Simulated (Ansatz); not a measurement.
# armchair SiC nanoribbon (N = 3, H edges): bands under strain, part 2 of 3

Aim: is the armchair SiC nanoribbon (N = 3, H edges) a metal or a semiconductor?

Ansatz 0.2.0; DFT PBE, plane waves, PAW; relaxation of a wire's period (the session's first sound run).

So far, band gap (eV): step 3 (the perfect wire) 2.40.

## (4) At a strained period, period over the relaxed period 0.96, k-mesh 1×1×12

This step: DFT PBE, plane waves, PAW; relaxation at a fixed period (Ansatz 0.2.0).

The period is set to 0.96 times the relaxed one and the atoms relax within it: strain changes bond lengths and angles, which shifts the bands against each other. Against the first PBE run of this kind, the mesh along the wire has 12 points against 15.

The cell differs from the one that the last finished run ended in (c 5.441 → 5.224 Å).

Contents of input.yaml:

```yaml
crystal:
  lattice:
    - [12.56, 0.0, 0.0]
    - [0.0, 7.0, 0.0]
    - [0.0, 0.0, 5.223670349]
  atoms:
    - { symbol: Si, position: [0.380726785, 0.5, 0.008315766] }
    - { symbol: Si, position: [0.619263907, 0.5, 0.008315766] }
    - { symbol: C, position: [0.379003648, 0.5, 0.329537147] }
    - { symbol: C, position: [0.620987044, 0.5, 0.329537147] }
    - { symbol: H, position: [0.302278657, 0.5, 0.423701311] }
    - { symbol: H, position: [0.697712035, 0.5, 0.423701311] }
    - { symbol: Si, position: [0.499995346, 0.5, 0.499845496] }
    - { symbol: C, position: [0.499995346, 0.5, 0.831281783] }
    - { symbol: H, position: [0.277299631, 0.5, 0.873627015] }
    - { symbol: H, position: [0.722691061, 0.5, 0.873627015] }
kpoints:
  mp_grid: { grid: [1, 1, 12] }
  band_path: { path: ["Γ", Z], npoints: 90 }
scf:
  occupations: { method: fermi_dirac, width: 0.05 }
hamiltonian:
  xc: pbe
relax:
  max_steps: 40
  f_tol: 0.02
output:
  stress: true
```

The run is started by

```
> ansatz run input.yaml --threads 4 --pin off --max-ram 16384MiB --backend cpu --events-out ev --progress --plain --runs-dir out
```

Numbers of over 12 decimals in the logs are rounded to 6 here.

Log:

```text
Warning: output.stress: scf.convergence.dr2_threshold = 1e-7 eV (the SCF's general default) is looser than the 1e-9 eV advised for a printed stress (1e-10 eV for each atom of the cell: 10). What an SCF threshold leaves in a stress goes as its square root, and in the free energy as the threshold itself, and one threshold admits the most on a small cell: [figures from the program's tests cut] Every solve of this run an [...]
[...]
Crystal: 10 atoms, lattice volume = 459.265 Å³
Basis set: ecut = 420 eV, 8991 PW (Γ), exchange–correlation on 180×96×72 points (8 copies of the dense FFT grid, shifted against one another)
Bands: 24, of which v1, the nominal top of the filled ones, is band 14 counted from 1 (13 counted from 0)
Symmetry: 4 space group operations
[...]
k-points: 7 of 12 (time reversal used)
[...]
SCF iter   1: F=—  HF=-2720.673992 eV  |F-HF|=—  |Δ(HF+E_count)|=         —  Δρ=1.87e-3  dr2=2.32e-2  ethr=1.77e-3  ⟨swp⟩=8.9  Hψ=1186  notcnv=0  defer=4
[...]
SCF iter   6: F=-2720.691247 eV  HF=-2720.691247 eV  |F-HF|=5.09e-9  |Δ(HF+E_count)|=   3.66e-6  Δρ=1.22e-5  dr2=1.09e-6  ethr=1.99e-8  ⟨swp⟩=3.0  Hψ=584  notcnv=0
SCF 1 converged in 6 iterations: F = -2720.691247 eV  dr2 = 1.09e-6
[...]
relax step   1: F+E_penalty+E_count = -2720.69124676 eV  Δ(F+E_penalty+E_count) = +0.000e0 eV  max|allowed force component| = 1.549e0 eV/Å  Δτ_max = 0.0000 Å  (6 SCF iters, dr2 threshold 1.00e-5 eV, accepted)
[...]
SCF iter   5: F=-2720.803330 eV  HF=-2720.803337 eV  |F-HF|=6.79e-6  |Δ(HF+E_count)|=   4.80e-6  Δρ=4.94e-5  dr2=1.30e-5  ethr=3.57e-7  ⟨swp⟩=3.0  Hψ=596  notcnv=0
SCF 2 converged in 5 iterations: F = -2720.803330 eV  dr2 = 1.30e-5
[...]
relax step   2: F+E_penalty+E_count = -2720.80332988 eV  Δ(F+E_penalty+E_count) = -1.121e-1 eV  max|allowed force component| = 8.081e-1 eV/Å  Δτ_max = 0.0496 Å  (5 SCF iters, dr2 threshold 1.00e-4 eV, accepted)
SCF iter   1: F=—  HF=-2720.858039 eV  |F-HF|=—  |Δ(HF+E_count)|=         —  Δρ=3.49e-3  dr2=4.64e-2  ethr=1.87e-3  ⟨swp⟩=4.0  Hψ=498  notcnv=0  defer=34
[...]
SCF iter   5: F=-2720.846545 eV  HF=-2720.846558 eV  |F-HF|=1.30e-5  |Δ(HF+E_count)|=   8.96e-6  Δρ=5.56e-5  dr2=1.95e-5  ethr=1.46e-7  ⟨swp⟩=5.0  Hψ=547  notcnv=0
SCF 3 converged in 5 iterations: F = -2720.846545 eV  dr2 = 1.95e-5
[...]
relax step   3: F+E_penalty+E_count = -2720.84654463 eV  Δ(F+E_penalty+E_count) = -4.321e-2 eV  max|allowed force component| = 1.109e-1 eV/Å  Δτ_max = 0.0455 Å  (5 SCF iters, dr2 threshold 4.08e-5 eV, accepted)
[...]
relax step   4: F+E_penalty+E_count = -2720.84770076 eV  Δ(F+E_penalty+E_count) = -1.156e-3 eV  max|allowed force component| = 4.073e-2 eV/Å  Δτ_max = 0.0145 Å  (5 SCF iters, dr2 threshold 7.69e-7 eV, accepted)
SCF iter   1: F=—  HF=-2720.847629 eV  |F-HF|=—  |Δ(HF+E_count)|=         —  Δρ=2.75e-4  dr2=2.95e-4  ethr=6.65e-6  ⟨swp⟩=2.0  Hψ=414  notcnv=0  defer=34
[...]
SCF iter   5: F=-2720.847858 eV  HF=-2720.847858 eV  |F-HF|=1.46e-8  |Δ(HF+E_count)|=   6.17e-8  Δρ=3.02e-6  dr2=3.95e-8  ethr=3.57e-10  ⟨swp⟩=5.0  Hψ=562  notcnv=0
SCF 5 converged in 5 iterations: F = -2720.847858 eV  dr2 = 3.95e-8
[...]
relax step   5: F+E_penalty+E_count = -2720.84785812 eV  Δ(F+E_penalty+E_count) = -1.574e-4 eV  max|allowed force component| = 6.002e-3 eV/Å  Δτ_max = 0.0066 Å  (5 SCF iters, accepted)
[...]
the band table was solved once a step of the walk had ended and its energy, with any forces and stress, was formed, with the checks that follow a solve (1430 applications of the Hamiltonian). They found nothing against the state; the energy, forces and stress were not computed again (output.eigenvalues in the input reference)
[...]
SCF converged after 5 iterations
Free energy (F): -2720.847858 eV
[...]
Internal energy: -2720.847858 eV  (E = F + TS)
E sigma→0 (E₀):  -2720.847858 eV
Fermi energy:    -1.541802 eV
[...]
--- Forces (eV/Å), atoms counted from 1 ---
  atom   1  Si    -0.00600175    -0.00000000    -0.00487167
  atom   2  Si     0.00600175    -0.00000000    -0.00487167
  atom   3  C      0.00221152     0.00000000     0.00220478
  atom   4  C     -0.00221152     0.00000000     0.00220478
  atom   5  H      0.00067883     0.00000000    -0.00341479
  atom   6  H     -0.00067883     0.00000000    -0.00341479
  atom   7  Si    -0.00000000     0.00000000     0.00240317
  atom   8  C     -0.00000000     0.00000000     0.00111537
  atom   9  H     -0.00283120    -0.00000000     0.00434587
  atom  10  H      0.00283120     0.00000000     0.00434587
  max |Σ_I F_I| component: 4.69e-5 eV/Å
--- Stress (GPa, compression-positive) ---
        0.009588      -0.000000      -0.000000
       -0.000000       0.222083      -0.000000
       -0.000000      -0.000000       2.202289
  P = ⅓ Tr σ = 0.8113 GPa (8.113 kbar)
--- Band table (eV; the first three rows and the last of 7) ---
  k-point 0: bands = [... 10 lower, -5.1031, -4.9661, -3.6089, -2.7319, -0.2857, 0.5713, 0.6937, 0.9848, ... 6 higher]
  k-point 1: bands = [... 10 lower, -5.1375, -4.9499, -3.5951, -2.8507, -0.1754, 0.5034, 0.7092, 1.0197, ... 6 higher]
  k-point 2: bands = [... 10 lower, -5.2292, -4.9392, -3.5559, -3.1483, 0.0975, 0.3265, 0.7586, 1.1234, ... 6 higher]
  k-point 6: bands = [... 10 lower, -5.3030, -4.8582, -4.5185, -3.3728, -0.3174, 1.2575, 1.4580, 1.6732, ... 6 higher]
--- Relaxed structure (5 steps of the walk, 5 accepted, 0 SCFs on fresh bases) ---
  F+E_penalty+E_count = -2720.84785812 eV   max|allowed force component| = 6.002e-3 eV/Å
  atoms:
    - { symbol: Si, position: [0.377873, 0.500000, 0.00317215] }
    - { symbol: Si, position: [0.622118, 0.500000, 0.00317215] }
    - { symbol: C, position: [0.375818, 0.500000, 0.334501] }
    - { symbol: C, position: [0.624172, 0.500000, 0.334501] }
    - { symbol: H, position: [0.301501, 0.500000, 0.441842] }
    - { symbol: H, position: [0.698490, 0.500000, 0.441842] }
    - { symbol: Si, position: [0.499995, 0.500000, 0.495969] }
    - { symbol: C, position: [0.499995, 0.500000, 0.835359] }
    - { symbol: H, position: [0.276435, 0.500000, 0.855566] }
    - { symbol: H, position: [0.723556, 0.500000, 0.855566] }
```

Run time: 19 s. Hardware: 4 threads of Arm Neoverse V1, shared host; peak memory 0.94 GiB.

The steps of the relaxation:

```csv
step,energy less that of the first step (eV),largest force component (eV/Å)
1,0.0000,1.5491
2,-0.1121,0.8081
3,-0.1553,0.1109
4,-0.1565,0.0407
5,-0.1566,0.0060
```

Forces are held to the 4 operations that the run works with; a distortion that breaks them can't arise in this run.

The atoms that moved most (Å):

```csv
atom,dx,dy,dz,length
H6,0.010,0.000,0.095,0.095
H5,-0.010,0.000,0.095,0.095
H9,-0.011,0.000,-0.094,0.095
H10,0.011,0.000,-0.094,0.095
C3,-0.040,0.000,0.026,0.048
C4,0.040,0.000,0.026,0.048
Si1,-0.036,0.000,-0.027,0.045
Si2,0.036,0.000,-0.027,0.045
```

Final coordinates:

```cif
data_structure
_symmetry_space_group_name_H-M 'P 1'
_symmetry_Int_Tables_number 1
_cell_length_a 12.5600
_cell_length_b 7.0000
_cell_length_c 5.2237
_cell_angle_alpha 90.000
_cell_angle_beta 90.000
_cell_angle_gamma 90.000
_cell_volume 459.27
loop_
_atom_site_label
_atom_site_type_symbol
_atom_site_fract_x
_atom_site_fract_y
_atom_site_fract_z
_atom_site_occupancy
Si1 Si 0.37787 0.50000 0.00317 1
Si2 Si 0.62212 0.50000 0.00317 1
C3 C 0.37582 0.50000 0.33450 1
C4 C 0.62417 0.50000 0.33450 1
H5 H 0.30150 0.50000 0.44184 1
H6 H 0.69849 0.50000 0.44184 1
Si7 Si 0.50000 0.50000 0.49597 1
C8 C 0.50000 0.50000 0.83536 1
H9 H 0.27643 0.50000 0.85557 1
H10 H 0.72356 0.50000 0.85557 1
```

Numbers from this step:

```
band gap : 2.414 eV
```

The electronic bands at the labelled points (eV, zero at the Fermi level):

```csv
point,band 11,band 12,band 13,band 14,band 15,band 16,band 17,band 18
Γ,-3.56,-3.42,-2.07,-1.19,1.26,2.11,2.24,2.53
halfway,-3.80,-3.47,-1.99,-1.96,1.64,1.98,2.40,2.83
Z,-3.76,-3.32,-2.98,-1.83,1.22,2.80,3.00,3.21
```

The gap is 2.41 eV, against 2.40 eV under PBE at the relaxed period.

## (5) Strain along the wire, period over the relaxed period 0.98, k-mesh 1×1×12

The period is set to 0.98 times the relaxed one and the atoms relax within it: strain changes bond lengths and angles, which shifts the bands against each other. Against the first PBE run of this kind, the mesh along the wire has 12 points against 15.

The cell differs from the one that the last finished run ended in (c 5.224 → 5.332 Å).

Changes to input.yaml since step 4:

```diff
@@ -4,3 +4,3 @@
     - [0.0, 7.0, 0.0]
-    - [0.0, 0.0, 5.223670349]
+    - [0.0, 0.0, 5.3324968146]
   atoms:
```

Log:

```text
[...]
Crystal: 10 atoms, lattice volume = 468.833 Å³
Basis set: ecut = 420 eV, 9159 PW (Γ), exchange–correlation on 180×96×72 points (8 copies of the dense FFT grid, shifted against one another)
Bands: 24, of which v1, the nominal top of the filled ones, is band 14 counted from 1 (13 counted from 0)
Symmetry: 4 space group operations
[...]
- { symbol: Si, position: [0.620698, 0.5, 0.00593243] }
    - { symbol: C, position: [0.377464, 0.5, 0.332198] }
    - { symbol: C, position: [0.622527, 0.5, 0.332198] }
    - { symbol: H, position: [0.301687, 0.5, 0.432029] }
    - { symbol: H, position: [0.698303, 0.5, 0.432029] }
    - { symbol: Si, position: [0.499995, 0.5, 0.498345] }
    - { symbol: C, position: [0.499995, 0.5, 0.833429] }
    - { symbol: H, position: [0.276869, 0.5, 0.864699] }
    - { symbol: H, position: [0.723122, 0.5, 0.864699] }
[key lines of the parts left out:]
SCF converged after 5 iterations
Free energy (F): -2720.945509 eV
Fermi energy:    -1.637121 eV
P = ⅓ Tr σ = 0.4305 GPa (4.305 kbar)
```

The job ended after 18 s (4 threads; peak memory 0.95 GiB; 71 s of CPU time).

Step by step:

```csv
step,energy less that of the first step (eV),largest force component (eV/Å)
1,0.0000,0.6885
2,-0.0263,0.3603
3,-0.0359,0.0464
4,-0.0360,0.0173
```

Forces are held to the 4 operations that the run works with; a distortion that breaks them can't arise in this run.

The atoms that moved most (Å):

```csv
atom,dx,dy,dz,length
H10,0.005,0.000,-0.048,0.048
H9,-0.005,0.000,-0.048,0.048
H5,-0.007,0.000,0.044,0.045
H6,0.007,0.000,0.044,0.045
C4,0.019,0.000,0.014,0.024
C3,-0.019,0.000,0.014,0.024
Si1,-0.018,0.000,-0.013,0.022
Si2,0.018,0.000,-0.013,0.022
```

The relaxed structure:

```xyz
10
Lattice="12.5600 0.0000 0.0000 0.0000 7.0000 0.0000 0.0000 0.0000 5.3325" Properties=species:S:1:pos:R:3
Si    4.7639    3.5000    0.0316
Si    7.7960    3.5000    0.0316
C     4.7409    3.5000    1.7714
C     7.8189    3.5000    1.7714
H     3.7892    3.5000    2.3038
H     8.7707    3.5000    2.3038
Si    6.2799    3.5000    2.6574
C     6.2799    3.5000    4.4443
H     3.4775    3.5000    4.6110
H     9.0824    3.5000    4.6110
```

Electronic bands along the path, in eV, zero at the Fermi level:

```csv
point,band 11,band 12,band 13,band 14,band 15,band 16,band 17,band 18
Γ,-3.52,-3.42,-1.96,-1.21,1.22,2.11,2.28,2.63
halfway,-3.74,-3.55,-1.98,-1.87,1.69,1.98,2.43,2.92
Z,-3.80,-3.27,-2.92,-1.76,1.32,2.83,3.04,3.14
```

The gap is 2.42 eV, against 2.40 eV under PBE at the relaxed period.

## (6) At a strained period, period over the relaxed period 1.02, k-mesh 1×1×11

The period is set to 1.02 times the relaxed one and the atoms relax within it: strain changes bond lengths and angles, which shifts the bands against each other. Against the first PBE run of this kind, the mesh along the wire has 11 points against 15.

The cell differs from the one that the last finished run ended in (c 5.332 → 5.550 Å).

Changes to input.yaml since step 5:

```diff
@@ -4,3 +4,3 @@
     - [0.0, 7.0, 0.0]
-    - [0.0, 0.0, 5.3324968146]
+    - [0.0, 0.0, 5.5501497459]
   atoms:
@@ -17,3 +17,3 @@
 kpoints:
-  mp_grid: { grid: [1, 1, 12] }
+  mp_grid: { grid: [1, 1, 11] }
   band_path: { path: ["Γ", Z], npoints: 90 }
```

Log:

```text
[...]
Crystal: 10 atoms, lattice volume = 487.969 Å³
Basis set: ecut = 420 eV, 9513 PW (Γ), exchange–correlation on 180×96×80 points (8 copies of the dense FFT grid, shifted against one another)
Bands: 24, of which v1, the nominal top of the filled ones, is band 14 counted from 1 (13 counted from 0)
Symmetry: 4 space group operations
[...]
- { symbol: Si, position: [0.617813, 0.5, 0.010681] }
    - { symbol: C, position: [0.380581, 0.5, 0.327153] }
    - { symbol: C, position: [0.619410, 0.5, 0.327153] }
    - { symbol: H, position: [0.302599, 0.5, 0.414272] }
    - { symbol: H, position: [0.697392, 0.5, 0.414272] }
    - { symbol: Si, position: [0.499995, 0.5, 0.501258] }
    - { symbol: C, position: [0.499995, 0.5, 0.829559] }
    - { symbol: H, position: [0.277599, 0.5, 0.883230] }
    - { symbol: H, position: [0.722391, 0.5, 0.883230] }
[key lines of the parts left out:]
SCF converged after 5 iterations
Free energy (F): -2720.949690 eV
Fermi energy:    -1.869892 eV
P = ⅓ Tr σ = -0.2494 GPa (-2.494 kbar)
```

Wall time 19 s (4 threads); peak memory 0.98 GiB; 73 s of CPU time.

Step by step:

```csv
step,energy less that of the first step (eV),largest force component (eV/Å)
1,0.0000,0.5273
2,-0.0249,0.2797
3,-0.0328,0.0244
4,-0.0329,0.0150
```

Forces are held to the 4 operations that the run works with; a distortion that breaks them can't arise in this run.

The atoms that moved most (Å):

```csv
atom,dx,dy,dz,length
H10,-0.004,0.000,0.053,0.053
H9,0.004,0.000,0.053,0.053
H5,0.004,0.000,-0.052,0.052
H6,-0.004,0.000,-0.052,0.052
C4,-0.020,0.000,-0.013,0.024
C3,0.020,0.000,-0.013,0.024
Si2,-0.018,0.000,0.013,0.022
Si1,0.018,0.000,0.013,0.022
```

Final coordinates:

```cif
data_structure
_symmetry_space_group_name_H-M 'P 1'
_symmetry_Int_Tables_number 1
_cell_length_a 12.5600
_cell_length_b 7.0000
_cell_length_c 5.5501
_cell_angle_alpha 90.000
_cell_angle_beta 90.000
_cell_angle_gamma 90.000
_cell_volume 487.97
loop_
_atom_site_label
_atom_site_type_symbol
_atom_site_fract_x
_atom_site_fract_y
_atom_site_fract_z
_atom_site_occupancy
Si1 Si 0.38218 0.50000 0.01068 1
Si2 Si 0.61781 0.50000 0.01068 1
C3 C 0.38058 0.50000 0.32715 1
C4 C 0.61941 0.50000 0.32715 1
H5 H 0.30260 0.50000 0.41427 1
H6 H 0.69739 0.50000 0.41427 1
Si7 Si 0.50000 0.50000 0.50126 1
C8 C 0.50000 0.50000 0.82956 1
H9 H 0.27760 0.50000 0.88323 1
H10 H 0.72239 0.50000 0.88323 1
```

The gap is 2.36 eV, against 2.40 eV under PBE at the relaxed period.

[end of part 2 of 3]

[Logs are printed without paths, hosts, clocks, repeated set-up lines and the standing remarks that a program may print on its own settings, such as how far it seeks lower states.]

[Hosts, paths, dates, database ids (printed as entryN), source tags and the programs' standing remarks are cut or masked in the printed files.]
